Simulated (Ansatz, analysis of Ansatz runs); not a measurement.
# How often does Li try the jump in Li2CdCl4 (Imma)?

Aim: the prefactor of a hop in Li2CdCl4 (Imma) (V_Li hop (4.4 Å), charge −1) from the modes of the moving atom at the start and at the top of a path found beforehand. Model: a cell of 56 host atoms with 1 Li taken out.

Program: Ansatz 0.2.0. Level of theory: plane-wave PAW DFT, PBEsol; finite-difference force constants of the moving atom alone. Values are calculated unless marked as measured.

## (1) The structure

The cell holds 55 atoms: 15 Li, 8 Cd and 32 Cl. Its edges and angles: a = 12.949 Å, b = 12.809 Å, c = 10.609 Å, α = 66.4°, β = 65.0°, γ = 48.6°. It derives from Li2CdCl4 (space group Imma). Nearest the centre at fractional (0.624, 0.624, 0.126): Li15 at 2.14 Å, Cl37 at 2.65 Å, Cl43 at 2.68 Å, Cl54 at 2.77 Å, Cl47 at 2.78 Å, Cl33 at 2.83 Å, Cl26 at 2.84 Å, Cd23 at 3.67 Å. The cell carries charge −1.

The cell's shortest repeat is 10.6 Å.

## (2) Vibrations of the moving atom at the start point

Harmonic transition-state theory takes the prefactor from the modes at the minimum and at the top. Only the moving atom is displaced, by 0.02 Å, which takes six displaced runs and a reference; the host's atoms are held.

The input, qm1.start.modes/input.yaml:

```yaml
crystal:
  lattice:
    - [0.0, 7.62069338, 10.46883164]
    - [7.38023042, 0.0, 10.46883164]
    - [7.38023042, 7.62069338, 0.0]
  atoms:
    - { symbol: Li, position: [0.19669326, 0.44572271, 0.05373959] }
    - { symbol: Li, position: [0.69669906, 0.94624629, 0.55332314] }
    - { symbol: Li, position: [0.94486781, 0.19463771, 0.80538177] }
    - { symbol: Li, position: [0.12675132, 0.62951542, 0.62336141] }
    - { symbol: Li, position: [0.37365395, 0.87693542, 0.87894652] }
    - { symbol: Li, position: [0.62441004, 0.12337042, 0.12687928] }
    - { symbol: Li, position: [0.87095891, 0.37970513, 0.37667163] }
    - { symbol: Li, position: [0.13008201, 0.12119216, 0.12379918] }
    - { symbol: Li, position: [0.37942062, 0.37773037, 0.37104721] }
    - { symbol: Li, position: [0.62661855, 0.62377986, 0.62059632] }
    - { symbol: Li, position: [0.87350992, 0.87457313, 0.87703105] }
    - { symbol: Li, position: [0.05441436, 0.80497196, 0.1950099] }
    - { symbol: Li, position: [0.30543061, 0.05073222, 0.44503028] }
    - { symbol: Li, position: [0.55576268, 0.30313634, 0.69592953] }
    - { symbol: Li, position: [0.8011376, 0.55500459, 0.9489653] }
    - { symbol: Cd, position: [0.0048273, -0.0043116, 0.49956334] }
    - { symbol: Cd, position: [0.25041664, 0.25131979, 0.74858608] }
    - { symbol: Cd, position: [0.49956969, 0.50090258, 0.00455276] }
    - { symbol: Cd, position: [0.74734687, 0.74640885, 0.25396397] }
    - { symbol: Cd, position: [0.00184322, 0.49987479, 0.50015306] }
    - { symbol: Cd, position: [0.25125774, 0.74894125, 0.74560617] }
    - { symbol: Cd, position: [0.49720305, -0.00345218, 0.00280814] }
    - { symbol: Cd, position: [0.74631709, 0.25479631, 0.25021348] }
    - { symbol: Cl, position: [0.13424942, 0.12262514, 0.87778967] }
    - { symbol: Cl, position: [0.38679406, 0.36684714, 0.13134148] }
    - { symbol: Cl, position: [0.64454392, 0.61275337, 0.38754376] }
    - { symbol: Cl, position: [0.8842719, 0.86931736, 0.63394469] }
    - { symbol: Cl, position: [0.24298574, 0.75107773, 0.50760106] }
    - { symbol: Cl, position: [0.49676676, 1.00253121, 0.74910775] }
    - { symbol: Cl, position: [0.74723631, 0.2465244, 0.00339887] }
    - { symbol: Cl, position: [1.00138204, 0.49783245, 0.25413071] }
    - { symbol: Cl, position: [0.1161898, 0.63718193, 0.8661612] }
    - { symbol: Cl, position: [0.36267017, 0.89472011, 0.10540485] }
    - { symbol: Cl, position: [0.61892802, 0.13497946, 0.36326598] }
    - { symbol: Cl, position: [0.87229435, 0.38439082, 0.61592718] }
    - { symbol: Cl, position: [0.2480836, 0.25101735, -0.00270185] }
    - { symbol: Cl, position: [0.50153947, 0.49304038, 0.24864808] }
    - { symbol: Cl, position: [0.75277589, 0.74635226, 0.50221328] }
    - { symbol: Cl, position: [0.99685795, 0.99703504, 0.75332998] }
    - { symbol: Cl, position: [-0.00333552, 0.00581001, 0.24978734] }
    - { symbol: Cl, position: [0.25221438, 0.25340132, 0.49853456] }
    - { symbol: Cl, position: [0.50104877, 0.50123346, 0.75399523] }
    - { symbol: Cl, position: [0.75149969, 0.75271881, 0.99950729] }
    - { symbol: Cl, position: [0.13289589, 0.61417798, 0.38634542] }
    - { symbol: Cl, position: [0.38148342, 0.86399061, 0.63877641] }
    - { symbol: Cl, position: [0.628507, 0.11151366, 0.88922078] }
    - { symbol: Cl, position: [0.88426578, 0.36172461, 0.13631647] }
    - { symbol: Cl, position: [0.00362225, 0.50213472, 0.74630975] }
    - { symbol: Cl, position: [0.25161455, 0.7511364, 0.99394504] }
    - { symbol: Cl, position: [0.50313281, 0.0011015, 0.24697387] }
    - { symbol: Cl, position: [0.75602413, 0.24678357, 0.49824994] }
    - { symbol: Cl, position: [0.11163283, 0.13400936, 0.3687998] }
    - { symbol: Cl, position: [0.36392648, 0.38309291, 0.6176732] }
    - { symbol: Cl, position: [0.6139117, 0.63157282, 0.86625612] }
    - { symbol: Cl, position: [0.86131179, 0.87880094, 0.12202801] }
  symmetry: { detect: false }
total_charge: -1
basis:
  ecutwfc: 420
  xc_grid: 2
hamiltonian:
  xc: pbesol
kpoints:
  mp_grid: { grid: [1, 1, 1], shift: [0.25, 0.25, 0.25] }
scf:
  occupations: { method: fixed }
  max_iter: 150
phonons:
  supercell: [1, 1, 1]
  displaced_sites: [14]
  amplitude: 0.02
```

Started as:

```console
> ansatz run input.yaml --threads 4 --pin off --max-ram 14131MiB --backend cpu --events-out ev --progress --plain --runs-dir out
```

Log:

```text
Engine: ansatz 0.2.0, x86_64-unknown-linux-gnu
Pseudopotentials: kind: paw
Pseudopotential: Li, paw, valence charge 3, recommended cutoff 420 eV (normal), Li.paw.azcp
Pseudopotential: Cd, paw, valence charge 20, recommended cutoff 420 eV (normal), Cd.paw.azcp
Pseudopotential: Cl, paw, valence charge 7, recommended cutoff 420 eV (normal), Cl.paw.azcp
Functional definition: PBEsol
  exchange = pbesol_x
  correlation = pbesol_c
Crystal: 55 atoms, lattice volume = 1177.586 Å³
Basis set: ecut = 420 eV, 23051 PW (Γ), exchange–correlation on 180×180×144 points (8 copies of the dense FFT grid, shifted against one another)
Bands: 270, of which v1, the nominal top of the filled ones, is band 215 counted from 1 (214 counted from 0)
Symmetry: 1 space group operations
k-points: 1
Non-local potential: Li, projectors of the file, l = 0: 3, l = 1: 2, l = 2: 1
Non-local potential: Cd, projectors of the file, l = 0: 3, l = 1: 2, l = 2: 2, l = 3: 1
Non-local potential: Cl, projectors of the file, l = 0: 2, l = 1: 2, l = 2: 2
PAW form: soft (Blöchl's): semilocal exchange-correlation on the pseudo side does not see the compensation charge
PAW frozen core: Cd, regenerated for the run's functional, and the local potential with it (the file was generated under x = pbe(κ = 0.804, μ = 0.219515), c = pbe(β = 0.066725))
PAW frozen core: Cl, regenerated for the run's functional, and the local potential with it (the file was generated under x = pbe(κ = 0.804, μ = 0.219515), c = pbe(β = 0.066725))
PAW one-centre angular grid: Li, 110 points (default); XC on 64 Gauss nodes
PAW one-centre angular grid: Cd, 590 points (default); XC on 64 Gauss nodes
PAW one-centre angular grid: Cl, 110 points (default); XC on 64 Gauss nodes
Initial density: superposition of atomic densities (neutral atoms scaled as one to the charged cell's electrons: chi_scale 0, normalization atom), corrected by the library's trained network
Initial wavefunctions: pseudopotential atomic-orbital guess
Functional: x = pbesol(κ = 0.804, μ = 0.123457), c = pbesol(β = 0.046)
SCF iter   1: F=—  HF=-102540.950203 eV  |F-HF|=—  |Δ(HF+E_count)|=         —  Δρ=9.41e-3  dr2=1.11e0  ethr=1.77e-3  ⟨swp⟩=5.0  Hψ=855  notcnv=0  defer=52
preconditioner: auto → Resta (q_TF=auto, 2.307 Å⁻¹)  ε∞=3.5  [insulator: Δε(μ)=3.919 eV  Ē_g=12.503 eV  n_scr=242 (ndim 8)  ℏωp=19.8 eV  f_vac=0.071  ε∞_Penn≈3.5]
SCF iter   2: F=—  HF=-102540.586081 eV  |F-HF|=—  |Δ(HF+E_count)|=   3.64e-1  Δρ=2.37e-3  dr2=9.54e-2  ethr=2.58e-4  ⟨swp⟩=2.0  Hψ=519  notcnv=0  defer=53
SCF iter   3: F=—  HF=-102540.561299 eV  |F-HF|=—  |Δ(HF+E_count)|=   2.48e-2  Δρ=8.85e-4  dr2=1.24e-2  ethr=2.22e-5  ⟨swp⟩=2.0  Hψ=347  notcnv=0  defer=53
SCF iter   4: F=—  HF=-102540.561825 eV  |F-HF|=—  |Δ(HF+E_count)|=   5.26e-4  Δρ=2.53e-4  dr2=8.56e-4  ethr=2.89e-6  ⟨swp⟩=2.0  Hψ=361  notcnv=0  defer=53
SCF iter   5: F=—  HF=-102540.562532 eV  |F-HF|=—  |Δ(HF+E_count)|=   7.07e-4  Δρ=5.55e-5  dr2=4.96e-5  ethr=1.99e-7  ⟨swp⟩=2.0  Hψ=426  notcnv=0  defer=47
SCF iter   6: F=—  HF=-102540.562671 eV  |F-HF|=—  |Δ(HF+E_count)|=   1.39e-4  Δρ=2.24e-5  dr2=6.05e-6  ethr=1.15e-8  ⟨swp⟩=2.0  Hψ=430  notcnv=0  defer=47
SCF iter   7: F=—  HF=-102540.563853 eV  |F-HF|=—  |Δ(HF+E_count)|=   1.18e-3  Δρ=1.12e-5  dr2=1.31e-6  ethr=1.41e-9  ⟨swp⟩=2.0  Hψ=438  notcnv=0  defer=47
SCF iter   8: F=—  HF=-102540.563854 eV  |F-HF|=—  |Δ(HF+E_count)|=   1.05e-6  Δρ=2.55e-6  dr2=8.25e-8  ethr=3.04e-10  ⟨swp⟩=2.0  Hψ=438  notcnv=0  defer=47
SCF iter   9: F=—  HF=-102540.563854 eV  |F-HF|=—  |Δ(HF+E_count)|=   1.40e-7  Δρ=7.59e-7  dr2=8.98e-9  ethr=1.92e-11  ⟨swp⟩=2.0  Hψ=438  notcnv=0  defer=47
SCF iter  10: F=-102540.563854 eV  HF=-102540.563854 eV  |F-HF|=6.69e-10  |Δ(HF+E_count)|=   9.60e-9  Δρ=1.82e-7  dr2=4.82e-10  ethr=1.00e-12  ⟨swp⟩=19.0  Hψ=1950  notcnv=0
SCF 1 converged in 10 iterations: F = -102540.563854 eV  dr2 = 4.82e-10
  greatest PAW one-centre occupation: 1.000 electrons in one spin orbital (limit 2), on the Cd atom at site 21 (counted from 0), in its partial waves of l = 0
Initial density: handed on by an earlier stage of this run
Initial wavefunctions: those handed on with the density
[...]
SCF 2 converged in 8 iterations: F = -102540.563532 eV  dr2 = 1.82e-11
[...]
SCF 3 converged in 5 iterations: F = -102540.563530 eV  dr2 = 7.26e-11
[...]
SCF 4 converged in 8 iterations: F = -102540.563334 eV  dr2 = 1.72e-11
[...]
SCF 5 converged in 5 iterations: F = -102540.563237 eV  dr2 = 6.59e-11
[...]
SCF iter   5: F=—  HF=-102540.563361 eV  |F-HF|=—  |Δ(HF+E_count)|=   1.27e-7  Δρ=1.75e-6  dr2=2.83e-8  ethr=4.13e-11  ⟨swp⟩=2.0  Hψ=438  notcnv=0  defer=47
SCF iter   6: F=—  HF=-102540.563361 eV  |F-HF|=—  |Δ(HF+E_count)|=   2.13e-8  Δρ=4.24e-7  dr2=1.83e-9  ethr=6.58e-12  ⟨swp⟩=2.0  Hψ=438  notcnv=0  defer=47
SCF iter   7: F=—  HF=-102540.563361 eV  |F-HF|=—  |Δ(HF+E_count)|=   1.63e-9  Δρ=1.23e-7  dr2=1.89e-10  ethr=1.00e-12  ⟨swp⟩=2.0  Hψ=420  notcnv=0  defer=47
SCF iter   8: F=-102540.563361 eV  HF=-102540.563361 eV  |F-HF|=2.91e-11  |Δ(HF+E_count)|=  3.93e-10  Δρ=3.49e-8  dr2=1.72e-11  ethr=1.00e-12  ⟨swp⟩=4.0  Hψ=782  notcnv=0
SCF 6 converged in 8 iterations: F = -102540.563361 eV  dr2 = 1.72e-11
iter 1 solved again at ethr=1.46e-10 eV; its pass at ethr=3.10e-3 eV (dr2=6.26e-7 eV) is discarded
SCF iter   1: F=—  HF=-102540.563429 eV  |F-HF|=—  |Δ(HF+E_count)|=         —  Δρ=1.75e-5  dr2=7.21e-7  ethr=1.46e-10  ⟨swp⟩=3.0  Hψ=820  notcnv=0  defer=47
SCF iter   2: F=—  HF=-102540.563499 eV  |F-HF|=—  |Δ(HF+E_count)|=   6.96e-5  Δρ=9.21e-6  dr2=2.17e-7  ethr=1.46e-10  ⟨swp⟩=2.0  Hψ=403  notcnv=0  defer=47
SCF iter   3: F=—  HF=-102540.563500 eV  |F-HF|=—  |Δ(HF+E_count)|=   7.59e-7  Δρ=6.74e-7  dr2=4.92e-9  ethr=5.04e-11  ⟨swp⟩=2.0  Hψ=378  notcnv=0  defer=47
SCF iter   4: F=—  HF=-102540.563500 eV  |F-HF|=—  |Δ(HF+E_count)|=   1.46e-9  Δρ=3.02e-7  dr2=5.08e-10  ethr=1.14e-12  ⟨swp⟩=2.0  Hψ=404  notcnv=0  defer=47
SCF iter   5: F=-102540.563500 eV  HF=-102540.563500 eV  |F-HF|=1.46e-11  |Δ(HF+E_count)|=   1.19e-9  Δρ=7.40e-8  dr2=6.58e-11  ethr=1.00e-12  ⟨swp⟩=4.0  Hψ=815  notcnv=0
SCF 7 converged in 5 iterations: F = -102540.563500 eV  dr2 = 6.58e-11
SCF converged after 10 iterations
Free energy (F): -102540.563854 eV
Harris-Foulkes:  -102540.563854 eV  (|F-HF|=6.69e-10)
Internal energy: -102540.563854 eV  (E = F + TS)
E sigma→0 (E₀):  -102540.563854 eV
Fermi energy:    2.522629 eV
--- Per-component energies (eV) ---
  E_band       = -6377.815522
  E_kinetic    = 9529.038177
  E_local      = -48847.285297  (includes V_loc(G=0)·N_el)
  E_nonlocal   = 740.615963
  E_hartree    = 21248.421258
  E_xc         = -4958.776812
  E_vxc        = -5865.035570  (∫ρ·V_xc dr)
  E_paw        = -52959.658501  (= ΣΔE_a)
  E_vpaw       = -4431.996973  (= ΣTr[D̂ρ^β])
  E_aug_tail   = 0.003284  (compensation charges beyond the density's cutoff)
  E_ewald      = -27298.167431
  E_core_change = 5.245505  (= ΣΔE_core)
  E_smearing   = -0.000000  (= −TS)
  E_closure    = 0.000000  (closes the sum)
  E_deformation_potential = -10.802585  (in the stress; not in F)
  Σ components = -102540.563854   (vs F -102540.563854, Δ=0.00e0)
--- Forces (eV/Å), atoms counted from 1 ---
  atom   1  Li     0.00789534    -0.00218010     0.00222638
  atom   2  Li     0.00528422     0.00068358    -0.00235329
  [... 12 atoms left out ...]
  atom  15  Li     0.00009664     0.00240710    -0.00334020
  [... 2 atoms left out ...]
  atom  18  Cd     0.00004265     0.00152588    -0.00000434
  [... 3 atoms left out ...]
  atom  22  Cd     0.01070469    -0.00533782     0.00414289
  atom  23  Cd     0.00747344    -0.00544142    -0.00917977
  [... 2 atoms left out ...]
  atom  26  Cl    -0.00117073     0.00005051    -0.00096262
  [... 6 atoms left out ...]
  atom  33  Cl    -0.00177136     0.00155416    -0.00274244
  [... 3 atoms left out ...]
  atom  37  Cl    -0.00483797     0.00170686    -0.00114950
  [... 5 atoms left out ...]
  atom  43  Cl    -0.00142686     0.00125393     0.00027029
  [... 3 atoms left out ...]
  atom  47  Cl    -0.00395015     0.00155952     0.00594707
  [... 6 atoms left out ...]
  atom  54  Cl    -0.00282413    -0.00144626     0.00512072
  [... 1 atom left out ...]
  max |Σ_I F_I| component: 4.61e-6 eV/Å
--- Band table (eV) ---
  k-point 0: bands = ["-97.6417", "-97.6415", "-97.5620", "-97.5610", [... 262 left out ...] "11.7649", "11.7844", "11.8057", "11.8205"]
--- Phonons: 6 displaced members + reference (amplitude 0.02 Å, Σ member SCF iterations 39) ---
  symmetry images taken by strict's conditions (phonons.symmetry_images: auto; settled by no image being taken that strict refuses)
  force constants formed among 1 of 55 sites (Li 14); the other 54 at rest. The modes move the named sites alone.
  the frequencies, the zero-point energy and the sums are of the block with the acoustic sum rule laid on its rows. Row sums over every site: 8.8e-5 eV/Å² at the most
  transpose residual: 2.1e-5 eV/Å²
  largest component of a force at the reference: 3.3e-3 eV/Å on a named site, 1.1e-2 eV/Å on a site at rest
  frequencies among the named sites at Γ of the cell (cm⁻¹): 242.22 295.87 333.82
  unstable modes among the named sites: 0
  frequencies as built, with no sum rule (cm⁻¹): 242.22 295.87 333.82
  zero-point energy: 0.054052 eV/cell   skipped modes (ω ≤ 0): 0
  not written: the harmonic force-constant file, the file of eigenvectors (these modes' are written with the force constants), the density of states and the dispersion, which are of every site
```

It took 64 s on 4 threads of Intel Xeon Platinum 8124M at 3.00GHz (Skylake/Cascade Lake), shared host; peak memory 2.1 GiB.

This step gave:

```yaml
free_energy: -102540.5639 eV
frequencies_of_moving_atom: 242.2, 295.9, 333.8 cm⁻¹ (negative: imaginary)
```

The three modes are 242, 296 and 334 cm⁻¹: all real, a minimum for this atom with the others held.

(Continued in part 2 of 2.)

[Long decimals in the printed logs are rounded to 6 places.]

[Repeated set-up lines and some long k-point lines are left out of the logs, and relaxed atomic positions are cut to six decimals.]

[Logs are printed without paths, hosts, clocks, repeated set-up lines and the standing remarks that a program may print on its own settings, such as how far it seeks lower states.]

[Hosts, paths, dates, database ids (printed as entryN), source tags and the programs' standing remarks are cut or masked in the printed files.]
